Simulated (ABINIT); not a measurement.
```
How the form of the self-energy moves the gap of InP (F-43m)
1.0
     0.00000    2.93435    2.93435
     2.93435    0.00000    2.93435
     2.93435    2.93435    0.00000
In P
1 1
Direct
  0.00000 0.00000 0.00000
  0.25000 0.25000 0.25000
# method: RPA screening on PBE, plane waves, norm-conserving pseudopotentials (and 3 further levels or steps)
# program: ABINIT 10.8.3
# settings: cutoff 33 Ha, PseudoDojo scalar-relativistic 0.4 stringent, norm-conserving, ngkpt (4, 4, 4), nband 163, ecuteps 7 Ha, inclvkb 2, shiftk (0, 0, 0), symchi 1, awtr 1, frequency ppm, 4×4×4 k-mesh
# cost: 7 runs, 86 s in all on 8 MPI ranks of AMD EPYC 7R43, shared host
# notes: The cell and positions come from the Crystallography Open Database and are kept as given unless a step says otherwise. Limits: mesh may overstate the screening; no spin-orbit coupling. The 4×4×4 mesh is coarse for this cell, which bears on the long-range parts of exchange and screening. For the PBE start: The RPA ε∞ on this mesh reaches over 25; with a narrow direct gap a coarse mesh can overstate it, and the correction is then too small.
# G0W0, Godby-Needs plasmon pole: 1.347 eV
# G0W0, Hybertsen-Louie plasmon pole: 1.437 eV
# G0W0, von der Linden-Horsch plasmon pole: 1.354 eV
# G0W0, Engel-Farid plasmon pole: 1.249 eV
# one-shot Hartree-Fock: 6.578 eV
# known limits: short of the basis limit; mesh may overstate the screening; no spin-orbit coupling; coarse k mesh
```

[Long decimals in the printed logs are rounded to 6 places.]

[Logs are printed without paths, hosts, clocks, repeated set-up lines and the standing remarks that a program may print on its own settings, such as how far it seeks lower states.]

[Paths, hosts, dates, memory and timing lines, banners, echoed tables and standing remarks are left out of the program output; an Ansatz launch command may be rebuilt from the run's recorded settings. Measured values are a selection of at most five: reports struck by readers or far from the other reports are left out. None is set beside runs whose start may be inverted or whose files or cutoffs have a known fault.]

[Runs of the session that timed out or met a known fault of the program may be left out.]

[Hosts, paths, dates, database ids (printed as entryN), source tags and the programs' standing remarks are cut or masked in the printed files.]

[G0W0 gaps are taken among the corrected bands and points alone; a level outside them can change the order at an edge.]

[Where Ansatz stands beside ABINIT at settings called matched, ABINIT's density can come from a denser mesh and the files from another edition; pairs whose starting gaps differed by over 0.03 eV were left out, so agreement reads better than it is.]
